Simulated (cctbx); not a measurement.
# TlPN: precision against data quality

Space group P2_1/c (no. 14), a = 6.4630 Å, b = 5.0980 Å, c = 7.8470 Å, α = 90.00°, β = 113.82°, γ = 90.00°.

| atom | mult. | x | y | z | Ueq (Å²) |
| --- | --- | --- | --- | --- | --- |
| Tl1 | 4 | 0.1415 | 0.0481 | 0.8987 | 0.0051 |
| P1 | 4 | 0.2844 | 0.7226 | 0.2012 | 0.0146 |
| N1 | 4 | 0.4061 | 0.4182 | 0.0755 | 0.0126 |

The model is made up (kin elements in a known structure type, no relaxation), so it says nothing on whether the phase exists.

Five simulated data sets (cctbx; Mo Kα, λ = 0.71073 Å; 2 % proportional error) differ in resolution or exposure (noise floor 2 counts in the first three, 8 in the last two). Each is refined with the right model, isotropic at 1.1 Å and anisotropic otherwise. How do the figures of merit and the uncertainties move?

```csv
d min (Å),top counts,"⟨I/σ⟩ (unmerged, absences included)",unique,param. (scale apart),Rint,R1,GooF,largest s.u. xyz (fractional),s.u. U of N1 (Å²),largest error (Å)
1.1,5000,19.0,165,12,0.022,0.0166,1.21,0.00252,0.0036,0.0302
0.84,5000,15.9,367,27,0.028,0.0153,0.97,0.00135,0.0037,0.0144
0.6,5000,13.0,1057,27,0.032,0.0196,0.96,0.00093,0.0017,0.0039
0.75,300,2.6,528,27,0.198,0.0679,0.94,0.00846,0.0239,0.0338
0.75,3000,11.0,528,27,0.041,0.0219,0.94,0.00167,0.0044,0.0082
```

The number of reflections grows roughly as 1/d³: 165, 367 and 1057 here. R1 follows the noise rather than the truth: at 300 counts it is 0.0679, at 3000 counts 0.0219, while GooF is 0.94 and 0.94: the weights 1/σ² carry the noise. The s.u. of U (U11 where anisotropic) for N1 goes 0.0036, 0.0037, 0.0017 Å² with resolution and 0.0239, 0.0044 Å² with exposure.

The 1.1 Å row also differs in its displacement model, so it isn't a clean test of resolution.

Hardware for the 0.6 Å refinement: 0.48 s on 1 thread of Arm Neoverse N1, on a shared host, peak memory 0.09 GiB.

[Logs are printed without paths, hosts, clocks, repeated set-up lines and the standing remarks that a program may print on its own settings, such as how far it seeks lower states.]
